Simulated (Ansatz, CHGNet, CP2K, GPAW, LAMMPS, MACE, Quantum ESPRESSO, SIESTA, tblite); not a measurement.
**A faulty CP2K run on glassy 68GeO2-32ZnO (mol %) (91 atoms)**

Program: CP2K 2026.2, a calculation on a cell of 23 Ge, 11 Zn and 57 O, 14.5 Å³ an atom.

Input file input.inp:

```
&GLOBAL
  PROJECT cell
  RUN_TYPE ENERGY_FORCE
  PRINT_LEVEL LOW
&END GLOBAL
&FORCE_EVAL
  METHOD QS
  STRESS_TENSOR ANALYTICAL
  &DFT
    BASIS_SET_FILE_NAME BASIS_MOLOPT
    POTENTIAL_FILE_NAME GTH_POTENTIALS
    &MGRID
      CUTOFF 800
      REL_CUTOFF 50
      NGRIDS 5
    
    &QS
      EPS_DEFAULT 1.0E-12
    &END QS
    &SCF
      SCF_GUESS ATOMIC
      EPS_SCF 1.0E-06
      MAX_SCF 25
      &OT
        MINIMIZER DIIS
        PRECONDITIONER FULL_ALL
        ENERGY_GAP 0.001
      &END OT
      &OUTER_SCF
        EPS_SCF 1.0E-06
        MAX_SCF 2
      &END OUTER_SCF
      &PRINT
        &RESTART OFF
        &END RESTART
      &END PRINT
    &END SCF
    &XC
      &XC_FUNCTIONAL PBE
      &END XC_FUNCTIONAL
    &END XC
    &PRINT
      &MULLIKEN ON
      &END MULLIKEN
      &LOWDIN ON
      &END LOWDIN
      &MO_CUBES
        NHOMO 1
        NLUMO 4
        WRITE_CUBE F
      &END MO_CUBES
    &END PRINT
  &END DFT
  &SUBSYS
    &CELL
      A 10.97741 0.00000 0.00000
      B 0.00000 10.97741 0.00000
      C 0.00000 0.00000 10.97741
    &END CELL
    &COORD
      Ge 8.89521 8.89434 3.66020
      Ge 8.52429 1.20367 4.62522
      Ge 9.06910 5.49277 1.51027
      Ge 8.65613 6.42519 6.06129
      Ge 7.66937 9.13727 0.49508
      Ge 1.93444 8.29541 6.53375
      Ge 1.02452 7.58550 3.39301
      Ge 5.51428 6.01628 6.15646
      Ge 9.01278 0.87358 7.98804
      Ge 10.70232 8.11121 0.10966
[... 77 atom lines left out ...]
      O 7.07483 10.73832 0.57368
      O 4.45771 9.32443 1.00926
      O 4.41621 4.94774 5.45072
      O 8.83956 1.24648 6.31267
    &END COORD
    &KIND Ge
      BASIS_SET DZVP-MOLOPT-SR-GTH-q4
      POTENTIAL GTH-PBE-q4
    &END KIND
    &KIND Zn
      BASIS_SET DZVP-MOLOPT-SR-GTH-q12
      POTENTIAL GTH-PBE-q12
    &END KIND
    &KIND O
      BASIS_SET DZVP-MOLOPT-SR-GTH-q6
      POTENTIAL GTH-PBE-q6
    &END KIND
  &END SUBSYS
  &PRINT
    &FORCES ON
    &END FORCES
    &STRESS_TENSOR ON
    &END STRESS_TENSOR
  &END PRINT
&END FORCE_EVAL
```

Launch:

```
$ OMP_NUM_THREADS=1 mpirun -np 4 cp2k.psmp -i input.inp > output.txt
```

Log:

```text
Possible matches for unknown subsection
 QS
   keyword NGRIDS in section %__ROOT__%FORCE_EVAL%DFT%MGRID score:  105
   keyword NGRIDS in section %__ROOT__%FORCE_EVAL%PROPERTIES%TDDFPT%MGRID score:  105
   keyword NGRIDS in section %__ROOT__%FORCE_EVAL%PROPERTIES%RIXS%TDDFPT%MGRID score:  105
   keyword CUTOFF in section %__ROOT__%FORCE_EVAL%DFT%MGRID score:  104
   subsection RS_GRID in section %__ROOT__%FORCE_EVAL%DFT%MGRID score:  104
 *   ___                                                                       *
 *  /   \                                                                      *
 * [ABORT]                                                                     *
 *  \___/                 unknown subsection QS of section MGRID               *
 *    |                                                                        *
 *  O/|                                                                        *
 * /| |                                                                        *
```

Wall time 0.75 s (4 MPI ranks of Arm Neoverse V2, shared host); peak memory 0.57 GiB.

Banners, paths, timers and routine set-up lines are dropped from the logs unmarked, and long logs keep their key lines alone; longer cuts are marked.

Q: Find the fault and mend it.

A section left open: &END MGRID left out. Mend: put back the line &END MGRID.

The program stopped at the start.

[Also dropped from logs without a mark: logging warnings of Python, and SIESTA's first energy breakdown and zero terms.]

[Logs are printed without paths, hosts, clocks, repeated set-up lines and the standing remarks that a program may print on its own settings, such as how far it seeks lower states.]

[Hosts, paths, dates, database ids (printed as entryN), source tags and the programs' standing remarks are cut or masked in the printed files.]
